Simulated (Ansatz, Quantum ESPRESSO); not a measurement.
# Lattice dynamics of SrBe (Pm-3m) in two programs, part 4 of 4

How does SrBe (Pm-3m) vibrate, and is this structure a minimum?

Quantum ESPRESSO 7.5; DFT LDA, scalar-relativistic, plane waves, GBRV ultrasoft pseudopotentials.

So far, lowest frequency on the path (cm⁻¹): step 7 (dispersion) -56.1; step 13 (amass(1) 18.024, amass(2) 87.62) -44.8.

The structure was built from a prototype and need not be the compound's stable phase.

### Step 14. Cross-check with Ansatz

The same cell goes through another code, with its own cutoff. It uses its own PAW datasets, so the potentials differ. Its k mesh is centred on Γ.

This step: DFT LDA, scalar-relativistic, plane waves, PAW (Ansatz 0.2.0).

Contents of input.yaml:

```yaml
crystal:
  lattice:
    - [3.6466544432, 0.0, 0.0]
    - [0.0, 3.6466544432, 0.0]
    - [0.0, 0.0, 3.6466544432]
  atoms:
    - { symbol: Be, position: [0.0, 0.0, 0.0] }
    - { symbol: Sr, position: [0.5, 0.5, 0.5] }
kpoints:
  mp_grid: { grid: [8, 8, 8] }
hamiltonian:
  xc: lda
scf:
  occupations: { method: gaussian, width: 0.27211 }
output:
  eigenvalues: true
phonons:
  method: dfpt
  qmesh: [2, 2, 2]
  temperatures: { t_max: 1000, t_step: 50 }
  qpath:
    path:
      - [[0.0, 0.0, 0.0], [0.0, 0.5, 0.0], [0.5, 0.5, 0.0], [0.0, 0.0, 0.0], [0.5, 0.5, 0.5], [0.0, 0.5, 0.0]]
      - [[0.5, 0.5, 0.5], [0.5, 0.5, 0.0]]
    npoints: 12
```

The run is started by

```
$ ansatz run input.yaml --threads 4 --pin off --max-ram 8192MiB --backend cpu --events-out ev --progress --plain --runs-dir out
```

Numbers of over 12 decimals in the logs are rounded to 6 here.

Output:

```text
Engine: ansatz 0.2.0, aarch64-unknown-linux-gnu
Pseudopotentials: kind: paw
Pseudopotential: Be, paw, valence charge 2, recommended cutoff 420 eV (normal), Be.paw.azcp
Pseudopotential: Sr, paw, valence charge 10, recommended cutoff 420 eV (normal), Sr.paw.azcp
Functional definition: SPW92
  exchange = slater_x
  correlation = pw_c
Crystal: 2 atoms, lattice volume = 48.494 Å³
Basis set: ecut = 420 eV, 949 PW (Γ), exchange–correlation on 50×50×50 points (8 copies of the dense FFT grid, shifted against one another)
Bands: 10, of which v1, the nominal top of the filled ones, is band 6 counted from 1 (5 counted from 0)
Symmetry: 48 space group operations
k-points: 35 of 512
Non-local potential: Be, projectors of the file, l = 0: 2, l = 1: 2, l = 2: 1
Non-local potential: Sr, projectors of the file, l = 0: 3, l = 1: 2, l = 2: 2
PAW form: soft (Blöchl's): semilocal exchange-correlation on the pseudo side does not see the compensation charge
PAW frozen core: Be, regenerated for the run's functional, and the local potential with it (the file was generated under x = pbe(κ = 0.804, μ = 0.219515), c = pbe(β = 0.066725))
PAW frozen core: Sr, regenerated for the run's functional, and the local potential with it (the file was generated under x = pbe(κ = 0.804, μ = 0.219515), c = pbe(β = 0.066725))
PAW one-centre angular grid: Be, 110 points (default); XC on 64 Gauss nodes
PAW one-centre angular grid: Sr, 110 points (default); XC on 64 Gauss nodes
Initial density: superposition of atomic densities (neutral atoms: chi_scale 0, normalization atom), corrected by the library's trained network
Initial wavefunctions: pseudopotential atomic-orbital guess
Functional: x = slater, c = lda
SCF iter   1: F=—  HF=-3531.484746 eV  |F-HF|=—  |Δ(HF+E_count)|=         —  Δρ=3.57e-3  dr2=2.66e-3  ethr=1.77e-3  ⟨swp⟩=5.9  Hψ=2647  notcnv=0
preconditioner: auto → none  [metal: Δε(μ)=0.034 eV  Ē_g=4.671 eV  σ=0.272 eV  W_gap=0.07  n_scr=6 (ndim 8)  ℏωp=10.7 eV  f_vac=0.000  D(μ)=1.39/eV (n_scr^D=6)  sad-step TF]
SCF iter   2: F=—  HF=-3531.484695 eV  |F-HF|=—  |Δ(HF+E_count)|=   5.06e-5  Δρ=1.85e-3  dr2=8.98e-4  ethr=2.21e-5  ⟨swp⟩=2.3  Hψ=779  notcnv=0
SCF iter   3: F=—  HF=-3531.484688 eV  |F-HF|=—  |Δ(HF+E_count)|=   6.91e-6  Δρ=2.90e-4  dr2=2.89e-5  ethr=7.48e-6  ⟨swp⟩=1.8  Hψ=403  notcnv=0
SCF iter   4: F=—  HF=-3531.484680 eV  |F-HF|=—  |Δ(HF+E_count)|=   8.03e-6  Δρ=3.17e-5  dr2=6.34e-7  ethr=2.41e-7  ⟨swp⟩=2.1  Hψ=516  notcnv=0
SCF iter   5: F=—  HF=-3531.484676 eV  |F-HF|=—  |Δ(HF+E_count)|=   4.33e-6  Δρ=1.26e-5  dr2=8.75e-8  ethr=5.28e-9  ⟨swp⟩=2.0  Hψ=573  notcnv=0
SCF iter   6: F=—  HF=-3531.484676 eV  |F-HF|=—  |Δ(HF+E_count)|=   3.41e-8  Δρ=3.86e-6  dr2=6.18e-9  ethr=7.29e-10  ⟨swp⟩=2.8  Hψ=579  notcnv=0
SCF iter   7: F=—  HF=-3531.484676 eV  |F-HF|=—  |Δ(HF+E_count)|=   2.20e-9  Δρ=5.26e-7  dr2=1.08e-10  ethr=5.15e-11  ⟨swp⟩=2.2  Hψ=520  notcnv=0
SCF iter   8: F=-3531.484676 eV  HF=-3531.484676 eV  |F-HF|=4.55e-13  |Δ(HF+E_count)|=  3.82e-11  Δρ=5.07e-8  dr2=1.08e-12  ethr=1.00e-12  ⟨swp⟩=7.1  Hψ=1726  notcnv=0
SCF 1 converged in 8 iterations: F = -3531.484676 eV  dr2 = 1.08e-12
  greatest PAW one-centre occupation: 0.987 electrons in one spin orbital (limit 2), on the Sr atom at site 1 (counted from 0), in its partial waves of l = 0
Initial density: read from a saved state, or passed on in memory by an earlier SCF of this step, an earlier step, the calling program or the single point that the run made first
iter 1 solved again at ethr=1.35e-7 eV; its pass at ethr=3.10e-3 eV (dr2=1.62e-5 eV) is discarded
SCF iter   1: F=—  HF=-3531.484678 eV  |F-HF|=—  |Δ(HF+E_count)|=         —  Δρ=3.24e-7  dr2=2.63e-11  ethr=1.35e-7  ⟨swp⟩=3.8  Hψ=3959  notcnv=0
eigensolver tolerance schedule: the retry pair's looser diagonalisation over-reported the residual by 615299.89 of it (diagonalisation noise at an unbounded share of the residual, at the tolerance the schedule requests for it); recorded, not acted on — ethr = c·dr2/N_el stays at c = 1.0e-1
preconditioner: auto → none  [metal: Δε(μ)=0.035 eV  Ē_g=4.677 eV  σ=0.272 eV  W_gap=0.07  n_scr=6 (ndim 8)  ℏωp=10.7 eV  f_vac=0.000  D(μ)=1.39/eV (n_scr^D=6)]
SCF iter   2: F=—  HF=-3531.484676 eV  |F-HF|=—  |Δ(HF+E_count)|=   2.52e-6  Δρ=1.66e-7  dr2=9.19e-12  ethr=1.00e-12  ⟨swp⟩=3.5  Hψ=1980  notcnv=0
SCF iter   3: F=-3531.484676 eV  HF=-3531.484676 eV  |F-HF|=1.82e-12  |Δ(HF+E_count)|=  2.18e-11  Δρ=1.11e-7  dr2=2.94e-12  ethr=1.00e-12  ⟨swp⟩=1.0  Hψ=841  notcnv=0
SCF 2 converged in 3 iterations: F = -3531.484676 eV  dr2 = 2.94e-12
phonons: the bands overlap, so this run is a metal and interpolates without the dipole-dipole term. If the crystal is really an insulator or semiconductor, its LO-TO splitting is missing
NSCF: frozen V_eff on 35 k-points
WARN: eigensolver did not converge in 5 slots of this pass, the one above among them; of largest residual over every band (k=4): 1 band(s) unlocked (lowest unlocked band 9, counted from 0; max residual 1.69e-2 eV among the unlocked bands, 1.69e-2 eV over every band); of lowest unlocked band (k=4): band 9
NSCF: frozen V_eff on 75 k-points
DFPT response loops at q = (0, 0, 0) (fractional): preconditioner auto → Kerker (q_TF=auto, 2.162 Å⁻¹) (partly filled bands, converged f_vac=0.000); β = 1.00, the filter's whole step (`scf.mixing.beta` (0.50) is not read by the response loops under this deck's `scf.mixing.preconditioner`; to damp them name `kerker` or `kerker_dos`, under which they read `scf.mixing.beta`, and type it under 1.00, their step now; both keys bind the ground state too); Broyden in place of MSR1
NSCF: frozen V_eff on 250 k-points
DFPT response loops at q = (0, 0, -0.5) (fractional): mixed as the last ones told, above
NSCF: frozen V_eff on 250 k-points
DFPT response loops at q = (0, -0.5, -0.5) (fractional): mixed as the last ones told, above
NSCF: frozen V_eff on 150 k-points
DFPT response loops at q = (-0.5, -0.5, -0.5) (fractional): mixed as the last ones told, above
SCF converged after 8 iterations
Free energy (F): -3531.484676 eV
Harris-Foulkes:  -3531.484676 eV  (|F-HF|=4.55e-13)
Internal energy: -3531.433322 eV  (E = F + TS)
E sigma→0 (E₀):  -3531.458999 eV
Entropy (-TS):   -0.051353 eV (-25.677 meV/atom)
Fermi energy:    6.666024 eV
--- Per-component energies (eV) ---
  E_band       = -99.789162
  E_kinetic    = 261.892740
  E_local      = -688.149833  (includes V_loc(G=0)·N_el)
  E_nonlocal   = 211.913770
  E_hartree    = 169.525359
  E_xc         = -188.865737
  E_vxc        = -179.702932  (∫ρ·V_xc dr)
  E_paw        = -2652.148316  (= ΣΔE_a)
  E_vpaw       = -44.793645  (= ΣTr[D̂ρ^β])
  E_aug_tail   = -0.000002  (compensation charges beyond the density's cutoff)
  E_ewald      = -645.925726
  E_core_change = 0.324423  (= ΣΔE_core)
  E_smearing   = -0.051353  (= −TS)
  E_closure    = 0.000000  (closes the sum)
  Σ components = -3531.484676   (vs F -3531.484676, Δ=0.00e0)
--- Band table (eV; the first three rows and the last of 35) ---
  k-point 0: bands = ["-28.3212", "-10.1942", "-10.1942", "-10.1942", "1.3706", "7.8767", "7.8767", "10.2496", "10.2496", "10.2496"]
  k-point 1: bands = ["-28.3155", "-10.2786", "-10.1863", "-10.1863", "1.5897", "7.5987", "7.9879", "9.9690", "9.9690", "10.3911"]
  k-point 2: bands = ["-28.3016", "-10.4754", "-10.1672", "-10.1672", "2.1976", "6.6784", "8.2896", "9.4204", "9.4204", "11.2551"]
  k-point 34: bands = ["-28.2069", "-10.5616", "-10.5616", "-10.5616", "5.4707", "5.4707", "5.4707", "7.1104", "12.7929", "12.7929"]
--- Phonons (Γ-DFPT): 2 representative perturbations + reference (Σ response iterations 6) ---
  ASR residual: 1.556e-4 → 0.000e0 eV/Å²; symmetrization residual: 9.779e-8 eV/Å²
  ASR residual per site (eV/Å²): 5.29e-6 1.56e-4
  Γ frequencies (cm⁻¹): 0.00 0.00 0.00 304.33 304.33 304.33
--- Phonons (arbitrary-q DFPT): 4 irreducible q on the 2×2×2 mesh ---
  q = [0.0000, 0.0000, 0.0000] (star 1, of the zone-centre solve; hermiticity 7.03e-8, symmetrization 9.25e-15): -0.00 0.00 0.00 304.33 304.33 304.33
  q = [0.0000, 0.0000, -0.5000] (star 3, 4 solved perturbations in 400 linear systems a pass and spin channel, the states on 125 of 512 k-point pairs; hermiticity 3.73e-14, symmetrization 1.29e-13): 94.31 94.31 126.40 153.45 304.48 304.48
  q = [0.0000, -0.5000, -0.5000] (star 3, 4 solved perturbations in 400 linear systems a pass and spin channel, the states on 125 of 512 k-point pairs; hermiticity 3.06e-8, symmetrization 1.81e-14): -53.63 -53.63 83.53 166.70 166.70 316.52
  q = [-0.5000, -0.5000, -0.5000] (star 1, 2 solved perturbations on 75 of 512 k-point pairs; hermiticity 8.14e-14, symmetrization 2.44e-13): 112.31 112.31 112.31 135.58 135.58 135.58
  sum rule: each row above includes the acoustic sum rule's correction from the zone centre's row sums; it moved no ω² by more than (0.69 cm⁻¹)²
  mesh force constants: q→R imaginary residual 1.22e-17; ASR residual 1.556e-4 → 0.000e0 eV/Å²; symmetrization residual 2.220e-15 eV/Å²
  interpolated dispersion: 74 rows × 6 modes
  density of states and harmonic sums: on the 18×18×18 q-mesh, interpolated from the force constants of a 2×2×2 supercell (no non-analytic term)
  largest difference from the sums on the solved wave vectors: F 2.25e-1 eV, S 3.17e-4 and C_V 9.19e-5 eV/K
  zero-point energy: 0.058997 eV/cell   skipped modes (ω ≤ 0): 25, of them read as no rigid motion or as one in doubt: 22 (5.864e-2 modes/cell left out, lowest -53.63 cm⁻¹)   left out of the sums: 9.86e-3 of the cell's modes: C_V's classical limit lies that fraction below 3 k_B per atom; for a crystal, a wire or a layer, F and S can be off by more, and a phonons.interpolated_qmesh denser along its periods is the remedy for the sampling
```

It took 14 s on 4 threads of Arm Neoverse V1, shared host; peak memory 0.47 GiB; 51 s of CPU time.

This step gave:

```
sum-rule residual before enforcement                               : 1.56e-4 eV/Å²
lowest frequency on the path                                       : -53.63 cm⁻¹
share of modes beyond 3i cm⁻¹ on the dense interpolated mesh       : 0.0095
highest optical zone-centre mode (no LO-TO term)                   : 304.3 cm⁻¹
lowest optical zone-centre mode                                    : 304.3 cm⁻¹
lowest mode on the q mesh (acoustic ones at the zone centre apart) : -53.63 cm⁻¹
```

### Step 15. The two compared: QE GBRV and Ansatz, PAW

Numbers from this step:

```yaml
root_mean_square_difference: 0.99 cm⁻¹
largest_difference: 2.48 cm⁻¹
root_mean_square_difference_on_the_path: 1.2 cm⁻¹
largest_difference_on_the_path: 10.2 cm⁻¹
```

The 12 of 21 modes that differ most. Frequencies side by side:

```
q (reciprocal lattice)  mode  QE GBRV (cm⁻¹)  Ansatz, PAW (cm⁻¹)
                 0 0 0     4           304.3               304.3
                 0 0 0     5           304.3               304.3
              0 0 -0.5     4           152.3               153.4
              0 0 -0.5     5           304.3               304.5
              0 0 -0.5     6           304.3               304.5
           0 -0.5 -0.5     1          -56.11              -53.63
           0 -0.5 -0.5     2          -56.11              -53.63
           0 -0.5 -0.5     4           166.5               166.7
           0 -0.5 -0.5     5           166.5               166.7
        -0.5 -0.5 -0.5     1           110.8               112.3
        -0.5 -0.5 -0.5     2           110.8               112.3
        -0.5 -0.5 -0.5     3           110.8               112.3
```

At the solved wavevectors the largest difference (acoustic modes at Γ apart) is 0.8 % of the highest mode (on the interpolated path 3 %), but 4 % of the mode at 56i cm⁻¹ on which it sits.

### Step 16. Summary of results

| Quantity | Value |
| --- | --- |
| space group after relaxation | Pm-3m |
| volume per atom | 24.2 Å³ |
| highest optical zone-centre mode (no LO-TO term) | 304.8 cm⁻¹ |
| q mesh | 2×2×2 |
| lowest mode on the q mesh (acoustic ones at the zone centre apart) | -56.1 cm⁻¹ |
| imaginary modes on the q mesh | yes |
| largest difference from Ansatz, PAW | 2.48 cm⁻¹ |

**Reading.** SrBe (Pm-3m) is unstable: a mode solved on the 2×2×2 mesh is imaginary, 56i cm⁻¹; its spectrum reaches 316 cm⁻¹. At the LDA level the optical modes of SrBe (Pm-3m) at the zone centre lie at 305 cm⁻¹. The most unstable solved mode lies at q = (0, -0.5, -0.5), on the zone boundary, so the distortion that it points to doubles the cell. QE GBRV and Ansatz, PAW differ by 1.0 cm⁻¹ in the root mean square and by 2.5 cm⁻¹ at most, 0.8 % of the highest mode compared (acoustic modes at Γ left out; ph.x's values are those before the sum rule); the two use different potentials, and the cell was not relaxed for the second set. Their interpolated bands part by up to 10 cm⁻¹. These are harmonic frequencies at zero temperature: anharmonic shifts and linewidths and thermal expansion are left out. In a metal the frequencies hang on the k mesh and the smearing, most of all near Kohn anomalies. The LDA runs differ in the fit of the correlation energy, Perdew-Zunger in some and Perdew-Wang in others. The q mesh stands for a supercell only 7.3 Å across, so branches between the solved wavevectors are rough. The structure is a hypothetical one, built on a prototype.

[Host names and launcher messages were left out of these logs when they were recorded.]

[Logs are printed without paths, hosts, clocks, repeated set-up lines and the standing remarks that a program may print on its own settings, such as how far it seeks lower states.]

[Hosts, paths, dates, database ids (printed as entryN), source tags and the programs' standing remarks are cut or masked in the printed files.]
